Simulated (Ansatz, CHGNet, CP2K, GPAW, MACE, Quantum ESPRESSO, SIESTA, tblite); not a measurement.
**How far do other methods lie from plane waves? Random packing of Si31O39C14H16 (at. %) (83 atoms)**

One geometry of random packing of Si31O39C14H16 (at. %) (83 atoms) is solved by several programs and methods. How far do their forces lie from a plane-wave PBE run?

Results are calculated, not measured.

### 1. The structure

The cell holds 83 atoms (26 Si, 32 O, 12 C and 13 H), with edges of 10.05, 10.05 and 10.05 Å. Recipe: 83 atoms (26 Si, 32 O, 12 C, 13 H) packed at random in a cube at 2.29 g/cm³ and pushed apart as soft spheres; a start for melting by ab initio MD, not an equilibrated structure. Then every atom was moved at random, 0.03 Å r.m.s. a Cartesian component (hydrogen 0.6 of that). The density is 2.29 g/cm³.

### 2. The reference input

Quantum ESPRESSO 7.5: Kohn-Sham DFT, PBE, SSSP efficiency 1.3.0 pseudopotentials, plane waves. Its input, pw.in:

```
&control
  calculation = 'scf'
  pseudo_dir = './pseudo'
  outdir = './tmp'
  disk_io = 'none'
  tprnfor = .true.
  tstress = .true.
/
&system
  ibrav = 0
  nat = 83
  ntyp = 4
  ecutwfc = 60
  ecutrho = 480
  nosym = .true.
  occupations = 'smearing'
  smearing = 'fd'
  degauss = 0.003675
/
&electrons
  conv_thr = 4.1e-07
  electron_maxstep = 100
  mixing_beta = 0.4
  mixing_mode = 'plain'
  diagonalization = 'david'
/
ATOMIC_SPECIES
Si 28.085 Si.upf
O 15.999 O.upf
C 12.011 C.upf
H 1.008 H.upf
CELL_PARAMETERS angstrom
10.05190 0.00000 0.00000
0.00000 10.05190 0.00000
0.00000 0.00000 10.05190
ATOMIC_POSITIONS crystal
Si 0.32963 0.68336 0.92186
Si 0.16151 0.16413 0.59123
Si 0.90829 0.27986 0.76941
Si 0.18453 0.52160 0.33826
[... 77 atom lines left out ...]
H 0.26192 0.16775 0.32216
H 0.93087 0.97748 0.31987
K_POINTS gamma
```

```console
$ OMP_NUM_THREADS=1 mpirun -np 4 pw.x -in pw.in > output.txt
```

The job ended after 4.4 min (4 MPI ranks of Arm Neoverse V2, shared host; peak memory 3.3 GiB; 18 min of CPU time).

It converged with an r.m.s. force component of 1.8 eV/Å and a pressure of -12 GPa.

### 3. The other programs

- CHGNet: machine-learned potential, published weights.
- CP2K 2026.2: Gaussian basis with GTH pseudopotentials and a plane-wave density; labels give functional, basis (MOLOPT sets; SR short-range, UZH the newer set with its own potentials), grid cutoff/relative cutoff and solver (OT: orbital transformation; TRS4, TC2, SIGN: linear-scaling purification with its sparsity filter), or its built-in tight binding.
- GPAW 26.7.0: PAW with atomic orbitals (LCAO), plane waves or a real-space grid of spacing h.
- MACE: machine-learned potential, published weights.
- Quantum ESPRESSO 7.5: plane waves; labels (QE) give functional, pseudopotential set and cutoffs of waves/density.
- SIESTA 5.4.2: numerical atomic orbitals, whose automatically made sets are far from complete, with PseudoDojo norm-conserving potentials that we converted to its format (checked against plane waves on the same files for H, C, O, Si, Ge and Ca alone); labels give functional, basis size, energy shift and mesh cutoff.

All use the same cell and atoms, and the electronic-structure runs the same k-mesh.

### 4. Side by side

Differences are against the reference: forces as r.m.s. over components, share as that over the reference's r.m.s. force, slope as the fitted ratio of a run's forces to the reference's.

```tsv
run	Δ force, r.m.s. (meV/Å)	share (%)	slope	Δ pressure (GPa)	cores	CPU time	memory (GiB)
reference	-	-	-	-	4	18 min	3.3
CHGNet 0.3.0 potential	587	31.7	0.981	-3.72	1	3.2 s	1.4
CHGNet r2SCAN potential	767	41.5	0.984	-4.61	1	3.6 s	1.4
CP2K PBE+D3, DZVP-MOLOPT-SR, 600/50 Ry, diagonalisation	99.3	5.37	0.985	-1.25	4	11 min	3.4
CP2K PBE, DZVP-MOLOPT-SR, 210/50 Ry, diagonalisation (coarse)	115	6.25	0.993	-0.134	2	7.4 min	0.8
CP2K PBE, DZVP-MOLOPT-SR, 600/50 Ry, diagonalisation	89.3	4.83	0.991	-0.390	4	11 min	3.4
CP2K PBE, DZVP-MOLOPT-SR, 840/50 Ry, diagonalisation	87.2	4.72	0.992	-0.395	4	13 min	5.2
CP2K PBE, SZV-MOLOPT-SR, 600/50 Ry, diagonalisation (coarse)	1014	54.9	0.926	18.0	1	6.5 min	2.3
CP2K PBE, TZV2P-MOLOPT, 600/50 Ry, diagonalisation	45.8	2.48	0.986	0.0614	4	49 min	4.7
CP2K PBE, TZVP-MOLOPT, 600/50 Ry, diagonalisation	63.2	3.42	0.979	0.0892	4	43 min	4.3
GPAW PBE, LCAO dzp, h 0.18 Å	157	8.50	0.970	-	1	4.4 min	1.3
GPAW PBE, LCAO sz(dzp), h 0.18 Å (coarse)	1128	61.0	0.926	-	1	81 s	1.0
GPAW PBE, grid h 0.2 Å	28.1	1.52	0.999	-	2	8.1 min	1.8
GPAW RPBE, LCAO dzp, h 0.18 Å	172	9.31	0.972	-	1	4.5 min	1.3
MACE MPA-0 medium potential	461	25.0	0.940	-0.892	1	6.8 s	1.1
QE PBE, sssp-1.3.0-efficiency, 30/240 Ry (coarse)	55.0	2.97	0.996	-21.9	2	6.7 min	1.2
SIESTA PBE, DZP, shift 0.01 Ry, mesh 500 Ry	131	7.11	0.985	0.445	2	11 min	2.1
SIESTA PBE, DZP, shift 0.02 Ry, mesh 500 Ry	155	8.37	1.010	-3.13	2	7.5 min	1.8
SIESTA PBE, SZ, shift 0.01 Ry, mesh 500 Ry (coarse)	1282	69.3	1.011	17.0	1	3.7 min	0.9
SIESTA PBE, SZP, shift 0.01 Ry, mesh 500 Ry (coarse)	468	25.3	1.045	3.71	2	10 min	1.9
```

Rows marked coarse use a setting chosen to be so.

Times of the machine-learned potentials are mostly Python's start and the loading of weights.

CPU time is summed over cores on shared hosts, so it is rough.

### 5. Findings

Forces lie from 1.5 % (GPAW PBE, grid h 0.2 Å) to 69 % (SIESTA PBE, SZ, shift 0.01 Ry, mesh 500 Ry, coarse) of the reference's r.m.s. force of 1.8 eV/Å away from it. Other PBE runs on plane waves or a grid: GPAW PBE, grid h 0.2 Å 1.5 % of the r.m.s. force; the reference has errors of its own, so differences under a few per cent don't tell which side is nearer the exact PBE result. The PBE runs in local orbitals, coarse settings apart, differ by 2.5 % (CP2K PBE, TZV2P-MOLOPT, 600/50 Ry, diagonalisation) to 8.5 % (GPAW PBE, LCAO dzp, h 0.18 Å); basis, grid and potentials can all enter. Machine-learned potentials differ by 25 % (MACE MPA-0 medium potential) to 41 % (CHGNet r2SCAN potential); they were trained on other programs' data, some at another functional.

Rows with another functional or a dispersion term differ by 5.4 % (CP2K PBE+D3, DZVP-MOLOPT-SR, 600/50 Ry, diagonalisation) to 9.3 % (GPAW RPBE, LCAO dzp, h 0.18 Å), which mixes the change of model with differences of basis and potentials. Runs with settings chosen to be coarse differ by 3.0 % (QE PBE, sssp-1.3.0-efficiency, 30/240 Ry) to 69 % (SIESTA PBE, SZ, shift 0.01 Ry, mesh 500 Ry), their programs' other errors included. From CP2K PBE, DZVP-MOLOPT-SR, 210/50 Ry, diagonalisation to the finer CP2K PBE, DZVP-MOLOPT-SR, 840/50 Ry, diagonalisation the share falls from 6.2 to 4.7 %. Pressures at PBE, coarse settings apart, lie -3.13 to +0.44 GPa from the reference's.

**Limits.** The reference's pressure holds the uncorrected Pulay stress of its 60 Ry basis, so small pressure differences, may be the reference's own error. The electron count is odd in these runs, and they have no spin polarisation, so the unpaired electron is spread evenly over both spins. Machine-learned potentials mimic data converged in k, so the reference's own k-point error enters their differences. The reference's stress is far from hydrostatic: its diagonal is -15.2, -9.8, -12.3 GPa, compression counted positive. The electron count is odd and the run has no spin polarisation, so levels at the top are partly filled by construction. The electronic-structure runs sample only Γ, in a cell whose shortest periodic width is 10 Å, which is coarse for a cell with partly filled levels. The reference's pressure of -12 GPa reflects the volume that the recipe set, positions that aren't this level's minimum and the basis. Where levels are smeared, the DFT runs use Fermi–Dirac occupations at 580 K (0.05 eV), and energies are free energies. The atoms were displaced at random, and shares hang on the size of the forces that this gives. The reference's cutoffs and mesh weren't converged further here.

[Long decimals in the printed logs are rounded to 6 places.]

[Logs are printed without paths, hosts, clocks, repeated set-up lines and the standing remarks that a program may print on its own settings, such as how far it seeks lower states.]

[Hosts, paths, dates, database ids (printed as entryN), source tags and the programs' standing remarks are cut or masked in the printed files.]

[Only finished runs are shown, without SIESTA runs on faulty potentials for Cu, Fe, Ni or Zn; cells were taken only where this reference lay near another plane-wave run.]
